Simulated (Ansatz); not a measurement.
**G0W0 on several functionals: KBr (Fm-3m)**

One-shot GW is not self-consistent; how far does the start matter for KBr (Fm-3m)?

Calculated with Ansatz 0.2.0; G0W0 on several functionals, plane waves, PAW.

In doubt: masses and optical values from hybrid runs of this build are listed as unsure (step 4), which bears on the screening that GW takes from such a start.

## (1) The starting structure

It takes space group Fm-3m (No. 225, cubic). Conventional cell: a = 6.600 Å, b = 6.600 Å, c = 6.600 Å, α = 90.00°, β = 90.00°, γ = 90.00°. Nearest to K lie 6 Br at 3.30 Å. Nearest to Br lie 6 K at 3.30 Å. Farther neighbours and most contacts between anions are not listed.

Structure file:

```cif
data_structure
_symmetry_space_group_name_H-M 'Fm-3m'
_symmetry_Int_Tables_number 225
_cell_length_a 6.6000
_cell_length_b 6.6000
_cell_length_c 6.6000
_cell_angle_alpha 90.000
_cell_angle_beta 90.000
_cell_angle_gamma 90.000
_cell_volume 287.50
loop_
_atom_site_label
_atom_site_type_symbol
_atom_site_symmetry_multiplicity
_atom_site_Wyckoff_symbol
_atom_site_fract_x
_atom_site_fract_y
_atom_site_fract_z
_atom_site_occupancy
K1 K 4 a 0.00000 0.00000 0.00000 1
Br1 Br 4 b 0.50000 0.00000 0.00000 1
```

The cell and positions come from the Crystallography Open Database and are kept as given unless a step says otherwise. The default PAW set here is soft_2. Its files were made with PBE.

## (2) G0W0 on LDA

Now the one-shot GW correction: screening in the RPA, then the self-energy of the levels asked for.

This step: G0W0 on LDA, plane waves, PAW.

input.yaml reads:

```yaml
crystal:
  lattice:
    - [0.0, 3.3, 3.3]
    - [3.3, 0.0, 3.3]
    - [3.3, 3.3, 0.0]
  atoms:
    - { symbol: K, position: [0.0, 0.0, 0.0] }
    - { symbol: Br, position: [0.5, 0.5, 0.5] }
kpoints:
  mp_grid: { grid: [4, 4, 4] }
hamiltonian:
  xc: lda
scf:
  occupations: { method: fixed }
gw:
  n_empty_bands: 214
  ecut_chi: 120
  qp_bands: [v2, c2]
  qp_kpoints: band_edges
  screening: { model: contour_deformation }
```

Run with:

```bash
ansatz run input.yaml --threads 3 --pin off --max-ram 92160MiB --backend cuda --events-out ev --progress --plain --runs-dir out --devices 1 --max-vram 13GiB
```

Numbers of over 12 decimals in the logs are rounded to 6 here.

What it wrote:

```text
GPUs: using 1 of 1 available (devices: 1).
Engine: ansatz 0.2.0, x86_64-unknown-linux-gnu
Pseudopotentials: kind: paw
Pseudopotential: K, paw, valence charge 9, recommended cutoff 420 eV (normal), K.paw.azcp
Pseudopotential: Br, paw, valence charge 7, recommended cutoff 420 eV (normal), Br.paw.azcp
Functional definition: SPW92
  exchange = slater_x
  correlation = pw_c
device memory: the entry about to start is reckoned to put 0.9 GiB on a device that reports 50.4 GiB free (of which the cap on the GPU budget leaves the run 13.0 GiB)
GPU FFT provider: cuFFT
GPU libraries: cuBLAS 13.8.2, cuFFT 12.4.0, cuSOLVER 12.3.4
Crystal: 2 atoms, lattice volume = 71.874 Å³
Basis set: ecut = 420 eV, 1411 PW (Γ)
Bands: 12, of which v1, the nominal top of the filled ones, is band 8 counted from 1 (7 counted from 0)
Symmetry: 48 space group operations
Space group: Fm-3m (ITA 225), of the structure as read, at distance tolerance 4.2e-5 Å
k-points: 8 of 64
Non-local potential: K, projectors of the file, l = 0: 3, l = 1: 2, l = 2: 2
Non-local potential: Br, projectors of the file, l = 0: 2, l = 1: 2, l = 2: 2
PAW form: soft (Blöchl's): semilocal exchange-correlation on the pseudo side does not see the compensation charge
PAW frozen core: K, regenerated for the run's functional, and the local potential with it (the file was generated under x = pbe(κ = 0.804, μ = 0.219515), c = pbe(β = 0.066725))
PAW frozen core: Br, regenerated for the run's functional, and the local potential with it (the file was generated under x = pbe(κ = 0.804, μ = 0.219515), c = pbe(β = 0.066725))
PAW one-centre angular grid: K, 110 points (default); XC on 64 Gauss nodes
PAW one-centre angular grid: Br, 110 points (default); XC on 64 Gauss nodes
Initial density: superposition of atomic densities (neutral atoms: chi_scale 0, normalization atom), corrected by the library's trained network
Initial wavefunctions: pseudopotential atomic-orbital guess
GPU buffer pool allocated for 32768 grid points (all kernels)
GPU transforms: local potential and band sums: pruned to the plane-wave sphere, on 32×32×32
Functional: x = slater, c = lda
SCF iter   1: F=—  HF=-4193.599377 eV  |F-HF|=—  |Δ(HF+E_count)|=         —  Δρ=4.70e-3  dr2=9.70e-3  ethr=1.77e-3  ⟨swp⟩=5.4  Hψ=528  notcnv=0  defer=13
preconditioner: auto → none  [insulator: Δε(μ)=3.992 eV  Ē_g=14.432 eV  n_scr=14 (ndim 8)  ℏωp=16.4 eV  f_vac=0.056  ε∞_Penn≈2.3]
SCF iter   2: F=—  HF=-4193.596672 eV  |F-HF|=—  |Δ(HF+E_count)|=   2.71e-3  Δρ=2.25e-3  dr2=1.72e-3  ethr=6.06e-5  ⟨swp⟩=2.4  Hψ=200  notcnv=0  defer=14
SCF iter   3: F=—  HF=-4193.596247 eV  |F-HF|=—  |Δ(HF+E_count)|=   4.25e-4  Δρ=2.26e-4  dr2=2.53e-5  ethr=1.08e-5  ⟨swp⟩=1.0  Hψ=96  notcnv=0  defer=14
SCF iter   4: F=—  HF=-4193.596244 eV  |F-HF|=—  |Δ(HF+E_count)|=   3.05e-6  Δρ=3.28e-5  dr2=6.66e-7  ethr=1.58e-7  ⟨swp⟩=2.1  Hψ=160  notcnv=0  defer=10
iter 5 did not close the SCF: its close was put off for the readings that it lacked (scf_convergence_deferred on its scf_iter line)
SCF iter   5: F=-4193.596244 eV  HF=-4193.596244 eV  |F-HF|=1.73e-8  |Δ(HF+E_count)|=   2.08e-7  Δρ=1.60e-5  dr2=5.63e-8  ethr=4.16e-9  ⟨swp⟩=2.1  Hψ=152  notcnv=0  defer=10
SCF iter   6: F=-4193.596244 eV  HF=-4193.596244 eV  |F-HF|=9.41e-9  |Δ(HF+E_count)|=   2.68e-9  Δρ=3.23e-6  dr2=1.14e-8  ethr=3.52e-10  ⟨swp⟩=3.9  Hψ=434  notcnv=0
SCF 1 converged in 6 iterations: F = -4193.596244 eV  dr2 = 1.14e-8
  greatest PAW one-centre occupation: 0.985 electrons in one spin orbital (limit 2), on the K atom at site 0 (counted from 0), in its partial waves of l = 0
device memory: the entry about to start is reckoned to put 1.2 GiB on a device that reports 51.0 GiB free (of which the cap on the GPU budget leaves the run 13.0 GiB)
NSCF: frozen V_eff on 8 k-points
the band table was solved once the SCF had ended and its energy, with any forces and stress, was formed, with the checks that follow a solve (655 applications of the Hamiltonian). They found nothing against the state; the energy, forces and stress were not computed again (output.eigenvalues in the input reference)
device memory: the entry about to start is reckoned to put 3.9 GiB on a device that reports 50.9 GiB free (of which the cap on the GPU budget leaves the run 13.0 GiB)
NSCF: frozen V_eff on 8 k-points
G₀W₀ screening: q 1/8
[... further progress lines ...]
device memory: the entry about to start is reckoned to put 0.3 GiB on a device that reports 61.0 GiB free (of which the cap on the GPU budget leaves the run 13.0 GiB)
NSCF: frozen V_eff on 1 k-points
SCF converged after 6 iterations
Free energy (F): -4193.596244 eV
Harris-Foulkes:  -4193.596244 eV  (|F-HF|=9.41e-9)
Internal energy: -4193.596244 eV  (E = F + TS)
E sigma→0 (E₀):  -4193.596244 eV
Fermi energy:    0.788131 eV
--- Per-component energies (eV) ---
  E_band       = -136.993387
  E_kinetic    = 387.774281
  E_local      = -841.633724  (includes V_loc(G=0)·N_el)
  E_nonlocal   = 87.033986
  E_hartree    = 270.626668
  E_xc         = -394.597722
  E_vxc        = -268.883132  (∫ρ·V_xc dr)
  E_paw        = -2903.277895  (= ΣΔE_a)
  E_vpaw       = -42.538975  (= ΣTr[D̂ρ^β])
  E_aug_tail   = -0.000004  (compensation charges beyond the density's cutoff)
  E_ewald      = -799.985846
  E_core_change = 0.464011  (= ΣΔE_core)
  E_smearing   = -0.000000  (= −TS)
  E_closure    = 0.000000  (closes the sum)
  Σ components = -4193.596244   (vs F -4193.596244, Δ=0.00e0)
--- Band table (eV; the first three rows and the last of 8) ---
  k-point 0: bands = [... 4 lower, -10.3462, 0.7881, 0.7881, 0.7881, 4.8179, 8.1438, 8.1438, 8.1438]
  k-point 1: bands = [... 4 lower, -10.2306, 0.0682, 0.6050, 0.6050, 6.1078, 7.9922, 8.8500, 8.8500]
  k-point 2: bands = [... 4 lower, -10.1252, -0.4601, 0.4370, 0.4370, 7.0313, 8.7156, 10.2997, 10.2997]
  k-point 7: bands = [... 4 lower, -10.2636, 0.1706, 0.1706, 0.2209, 7.8847, 7.8847, 8.7496, 9.5038]
--- G₀W₀: contour deformation, 6 samples at zero and on the imaginary axis and 2 off it, 64 q-points, 214 empty bands' worth ---
  eigenvalues of the whole cell's RPA ε∞ on this k-mesh (on a slab, of 1 + 4πα/V) = 2.4870, 2.4870, 2.4870; static W/v taken at q = 0 is 0.402097
  bands read: the sum over 222 bands ends inside a degenerate multiplet in 2 slots, whose members it reads at an even weight; the widest, k=3: bands 222 to 223 (counted from 1) at 1/2 each
  gw.qp_kpoints: band_edges: 8 of 8 stored k-points solved, in 1 pass; an edge of the gap read off the rows below is read off those points alone
    ik  band        ε_KS         Σx   Σc(E_QP)       V_xc       Z   E_QP_lin       E_QP  E_QP is
     0     7      0.7881   -19.4504     2.0256   -15.8039  0.7951    -0.8716    -0.8328  root
     0     8      0.7881   -19.4504     2.0256   -15.8039  0.7951    -0.8716    -0.8328  root
     0     9      4.8179    -4.3693    -3.1031    -8.5520  0.8532     5.9083     5.8975  root
     0    10      8.1438    -3.9853    -3.5264    -9.1058  0.8425     9.7694     9.7379  root
     1     7      0.6050   -19.1052     2.0497   -15.4265  0.7940    -1.0646    -1.0240  root
     1     8      0.6050   -19.1052     2.0497   -15.4265  0.7940    -1.0646    -1.0240  root
     1     9      6.1078    -5.0776    -3.1870    -9.3748  0.8454     7.2309     7.2181  root
     1    10      7.9922    -4.2170    -3.4525    -9.0493  0.8383     9.3968     9.3721  root
     2     7      0.4370   -18.8327     2.0811   -15.1123  0.7927    -1.2450    -1.2024  root
     2     8      0.4370   -18.8327     2.0811   -15.1123  0.7927    -1.2450    -1.2024  root
     2     9      7.0313    -3.8314    -3.1756    -8.0556  0.8463     8.0922     8.0799  root
     2    10      8.7156    -5.8263    -3.7179   -10.9904  0.8209    10.1969    10.1619  root
     3     7      0.6182   -19.2056     2.0584   -15.5072  0.7944    -1.0628    -1.0218  root
     3     8      0.6182   -19.2056     2.0584   -15.5072  0.7944    -1.0628    -1.0218  root
     3     9      6.3250    -5.1205    -3.2689    -9.5763  0.8445     7.5269     7.5119  root
     3    10      7.0312    -3.3459    -3.2846    -7.9517  0.8479     8.3720     8.3523  root
     4     7      0.3007   -18.6677     2.1095   -14.8951  0.7926    -1.4073    -1.3624  root
     4     8      0.4636   -18.9712     2.0890   -15.2324  0.7931    -1.2291    -1.1862  root
     4     9      7.1377    -3.7459    -3.2696    -8.2529  0.8454     8.3927     8.3752  root
     4    10      8.0329    -5.1722    -3.5032    -9.9789  0.8335     9.3593     9.3364  root
     5     7      0.3630   -18.7501     2.0945   -14.9942  0.7935    -1.3424    -1.2984  root
     5     8      0.4502   -18.8748     2.0809   -15.1542  0.7927    -1.2320    -1.1895  root
     5     9      7.3363    -5.0928    -3.3563    -9.6513  0.8384     8.5561     8.5385  root
     5    10      7.9611    -4.2288    -3.4057    -8.9337  0.8375     9.2823     9.2603  root
     6     7      0.4907   -19.1120     2.0980   -15.3535  0.7935    -1.2130    -1.1698  root
     6     8      0.4907   -19.1120     2.0980   -15.3535  0.7935    -1.2130    -1.1698  root
     6     9      6.3529    -3.2106    -3.1593    -7.6006  0.8510     7.5995     7.5836  root
     6    10      7.6467    -4.3832    -3.4591    -9.1484  0.8457     8.9718     8.9528  root
     7     7      0.1706   -18.5460     2.1444   -14.7158  0.7924    -1.5623    -1.5152  root
     7     8      0.2209   -18.4925     2.1145   -14.7149  0.7915    -1.4879    -1.4421  root
     7     9      7.8847    -4.2605    -3.4071    -8.9812  0.8377     9.2206     9.1982  root
     7    10      7.8847    -4.2605    -3.4071    -8.9812  0.8377     9.2206     9.1982  root
```

The job ended after 9.4 s (1 × NVIDIA H100 80GB HBM3 (shared by 6 runs) with 3 threads of AMD EPYC 7R13 (Zen 3), shared host; peak memory 1.1 GiB).

Numbers from this step:

| Item | Value |
| --- | --- |
| bands summed | 222 |
| RPA ε∞ on this mesh (eigenvalues) | 2.487, 2.487, 2.487 |
| plane waves in the screening matrix | 181 |
| q-points in the mesh | 64 |
| G0W0 gap on the mesh | 6.730 eV |
| k of the valence top | 0, 0, 0 |
| k of the conduction bottom | 0, 0, 0 |
| starting gap on the mesh | 4.030 eV |
| Z at the valence top | 0.7951 |
| Z at the conduction bottom | 0.8532 |
| least direct G0W0 gap on the computed points | 6.730 eV |

The gap on the mesh goes from 4.03 eV to 6.73 eV, a correction of +2.70 eV. Between the two edge states, bare exchange in place of the xc potential would open the gap by 7.83 eV, and correlation takes back 5.13 eV.

## (3) G0W0 on PBE

The same correction from a different start measures what one shot leaves open.

This step: G0W0 on PBE, plane waves, PAW.

Edit input.yaml of step 2 so:

```diff
@@ -11,3 +11,3 @@
 hamiltonian:
-  xc: lda
+  xc: pbe
 scf:
```

What it wrote:

```text
GPUs: using 1 of 1 available (devices: 1).
[...]
GPU FFT provider: cuFFT
GPU libraries: cuBLAS 13.8.2, cuFFT 12.4.0, cuSOLVER 12.3.4
Crystal: 2 atoms, lattice volume = 71.874 Å³
Basis set: ecut = 420 eV, 1411 PW (Γ)
Bands: 12, of which v1, the nominal top of the filled ones, is band 8 counted from 1 (7 counted from 0)
[... 1 set-up line as in the run before ...]
[...]
k-points: 8 of 64
[...]
GPU buffer pool allocated for 32768 grid points (all kernels)
[...]
SCF iter   1: F=—  HF=-4324.496265 eV  |F-HF|=—  |Δ(HF+E_count)|=         —  Δρ=1.75e-4  dr2=1.22e-5  ethr=1.77e-3  ⟨swp⟩=5.2  Hψ=526  notcnv=0  defer=13
[...]
SCF iter   6: F=-4324.496178 eV  HF=-4324.496178 eV  |F-HF|=1.43e-8  |Δ(HF+E_count)|=   5.30e-8  Δρ=3.82e-6  dr2=1.70e-8  ethr=6.25e-10  ⟨swp⟩=6.6  Hψ=410  notcnv=0
SCF 1 converged in 6 iterations: F = -4324.496178 eV  dr2 = 1.70e-8
[...]
NSCF: frozen V_eff on 8 k-points
[...]
G₀W₀ screening: q 1/8
[... further progress lines ...]
[...]
SCF converged after 6 iterations
Free energy (F): -4324.496178 eV
[...]
Internal energy: -4324.496178 eV  (E = F + TS)
E sigma→0 (E₀):  -4324.496178 eV
Fermi energy:    1.069751 eV
[...]
--- Band table (eV; the first three rows and the last of 8) ---
  k-point 0: bands = [... 4 lower, -10.1843, 1.0698, 1.0698, 1.0698, 5.5050, 8.6736, 8.6736, 8.6736]
  k-point 1: bands = [... 4 lower, -10.0522, 0.3989, 0.8962, 0.8962, 6.7570, 8.5566, 9.3724, 9.3724]
  k-point 2: bands = [... 4 lower, -9.9357, -0.1081, 0.7362, 0.7362, 7.6587, 9.3032, 10.8050, 10.8050]
  k-point 7: bands = [... 4 lower, -10.0884, 0.4832, 0.4832, 0.5329, 8.4558, 8.4558, 9.3300, 10.0633]
[...]
0     7      1.0698   -19.4660     2.0146   -15.5675  0.8032    -0.8628    -0.8141  root
     0     8      1.0698   -19.4660     2.0146   -15.5675  0.8032    -0.8628    -0.8141  root
     0     9      5.5050    -4.2690    -2.9803    -7.8620  0.8596     6.1208     6.1178  root
     0    10      8.6736    -4.0613    -3.3709    -8.7418  0.8493    10.0015     9.9832  root
     1     7      0.8962   -19.1441     2.0396   -15.2047  0.8023    -1.0549    -1.0036  root
     1     8      0.8962   -19.1441     2.0396   -15.2047  0.8023    -1.0549    -1.0036  root
     1     9      6.7570    -4.8953    -3.0577    -8.6363  0.8525     7.4445     7.4403  root
     1    10      8.5566    -4.2302    -3.2977    -8.5939  0.8459     9.6351     9.6226  root
[...]
7     7      0.4832   -18.6170     2.1341   -14.5097  0.8009    -1.5497    -1.4900  root
     7     8      0.5329   -18.5711     2.1059   -14.5149  0.8002    -1.4757    -1.4175  root
     7     9      8.4558    -4.2249    -3.2509    -8.4629  0.8455     9.4537     9.4429  root
     7    10      8.4558    -4.2249    -3.2509    -8.4629  0.8455     9.4537     9.4429  root
```

Elapsed: 12 s, on 1 × NVIDIA H100 80GB HBM3 (shared by 6 runs) with 3 threads; peak memory 1.1 GiB; 9 s of CPU time.

Numbers from this step:

```yaml
bands_summed: 222
rpa_eps_infinity_on_this_mesh_eigenvalues: 2.365, 2.365, 2.365
plane_waves_in_the_screening_matrix: 181
q_points_in_the_mesh: 64
g0w0_gap_on_the_mesh: 6.932 eV
k_of_the_valence_top: 0, 0, 0
k_of_the_conduction_bottom: 0, 0, 0
starting_gap_on_the_mesh: 4.435 eV
z_at_the_valence_top: 0.8032
z_at_the_conduction_bottom: 0.8596
least_direct_g0w0_gap_on_the_computed_points: 6.932 eV
```

Against the run with 4×4×4 mesh, 214 empty bands, screening to 120 eV on LDA, the gap moves by +0.20 eV, while the start moved by +0.41 eV.

## (4) G0W0 on HSE06

This step: G0W0 on HSE06, plane waves, PAW.

Edit input.yaml of step 3 so:

```diff
@@ -11,3 +11,3 @@
 hamiltonian:
-  xc: pbe
+  xc: hse06
 scf:
```

What it wrote:

```text
GPUs: using 1 of 1 available (devices: 1).
[...]
davidson cushion auto → on  (no smearing: the cushion is to keep the highest requested band from converging to the state above it; pin scf.eigensolver.cushion to override)
[...]
GPU FFT provider: cuFFT
GPU libraries: cuBLAS 13.8.2, cuFFT 12.4.0, cuSOLVER 12.3.4
Crystal: 2 atoms, lattice volume = 71.874 Å³
Basis set: ecut = 420 eV, 1411 PW (Γ)
[...]
1     9      7.0824    -4.6295    -2.8718    -8.0849  0.8735     7.6682     7.6660  root
     1    10      8.9845    -3.8918    -3.0090    -7.7028  0.8688     9.7915     9.7865  root
[...]
7     7     -0.4135   -18.6895     1.7722   -15.4971  0.8293    -1.8539    -1.8337  root
     7     8     -0.3523   -18.6409     1.7489   -15.4854  0.8287    -1.7787    -1.7589  root
     7     9      8.8556    -3.9106    -2.9721    -7.6352  0.8684     9.6125     9.6081  root
     7    10      8.8556    -3.9106    -2.9721    -7.6352  0.8684     9.6125     9.6081  root
[key lines of the parts left out:]
Free energy (F): -4327.403765 eV
Fermi energy:    0.209230 eV
```

Elapsed: 23 s, on 1 × NVIDIA H100 80GB HBM3 (shared by 6 runs) with 3 threads; peak memory 1.2 GiB; 19 s of CPU time.

Numbers from this step:

```yaml
bands_summed: 222
rpa_eps_infinity_on_this_mesh_eigenvalues: 2.143, 2.143, 2.143
plane_waves_in_the_screening_matrix: 181
g0w0_gap_on_the_mesh: 7.480 eV
k_of_the_valence_top: 0, 0, 0
k_of_the_conduction_bottom: 0, 0, 0
starting_gap_on_the_mesh: 5.603 eV
least_direct_g0w0_gap_on_the_computed_points: 7.480 eV
```

Against the run with 4×4×4 mesh, 214 empty bands, screening to 120 eV on PBE, the gap moves by +0.55 eV, while the start moved by +1.17 eV.

## (5) The starts together

All on the 4×4×4 mesh with 214 empty bands and screening to 120 eV. Times are wall times on 1 × NVIDIA H100 80GB HBM3 (shared by 6 runs) with 3 threads of AMD EPYC 7R13 (Zen 3), shared host, good to a factor of about two.

| start | starting gap (eV) | shift (eV) | G0W0 gap (eV) | RPA ε∞ (harmonic mean) | Z (valence, conduction) | time |
| --- | --- | --- | --- | --- | --- | --- |
| LDA | 4.03 | +2.70 | 6.73 | 2.49 | 0.80, 0.85 | 9.4 s |
| PBE | 4.44 | +2.50 | 6.93 | 2.36 | 0.80, 0.86 | 12 s |
| HSE06 | 5.60 | +1.88 | 7.48 | 2.14 | 0.83, 0.88 | 23 s |

The parts of the quasiparticle energy at the two band edges (eV; QP = start + Σx + Σc − Vxc):

| run | edge | start | Σx | Σc | Vxc | Z | QP |
| --- | --- | --- | --- | --- | --- | --- | --- |
| LDA | valence top | 0.79 | -19.45 | 2.03 | -15.80 | 0.80 | -0.83 |
| LDA | conduction bottom | 4.82 | -4.37 | -3.10 | -8.55 | 0.85 | 5.90 |
| PBE | valence top | 1.07 | -19.47 | 2.01 | -15.57 | 0.80 | -0.81 |
| PBE | conduction bottom | 5.50 | -4.27 | -2.98 | -7.86 | 0.86 | 6.12 |
| HSE06 | valence top | 0.21 | -19.47 | 1.68 | -16.44 | 0.83 | -1.14 |
| HSE06 | conduction bottom | 5.81 | -4.13 | -2.81 | -7.47 | 0.88 | 6.34 |

For a hybrid start, Vxc holds its share of exact exchange.

## (6) Outcome

```
G0W0@LDA     : 6.73 eV (start 4.03 eV)
G0W0@PBE     : 6.93 eV (start 4.44 eV)
G0W0@HSE06   : 7.48 eV (start 5.60 eV)
known limits : not at the basis limit; no spin-orbit coupling
```

In words: The starting gaps span 1.57 eV and the G0W0 gaps 0.75 eV. Between LDA and HSE06, 0.75 eV of the 1.57 eV survives, 48 %. HSE06 screens less than LDA (ε∞ 2.14 against 2.49). Of the 0.75 eV by which its G0W0 gap is higher, the correlation part gives +0.63 eV, and exchange with the one-particle terms, which follow the orbitals, +0.12 eV. The smallest correction, +1.88 eV, is on HSE06, the start nearest to reproducing itself. Bands and cutoff are finite, so the gap is not at the basis limit. The miss can reach some tenths of an eV and take either sign; the mesh is an error of its own. The many-body steps are scalar-relativistic: spin-orbit coupling is not in them.

[Paths, hosts, dates, memory and timing lines, banners, echoed tables and standing remarks are left out of the program output.]

[Logs are printed without paths, hosts, clocks, repeated set-up lines and the standing remarks that a program may print on its own settings, such as how far it seeks lower states.]

[Runs of the session that timed out or met a known fault of the program may be left out.]

[Cells called generated may have been cut or substituted from an entry of the Crystallography Open Database or the Materials Project.]

[Hosts, paths, dates, database ids (printed as entryN), source tags and the programs' standing remarks are cut or masked in the printed files.]
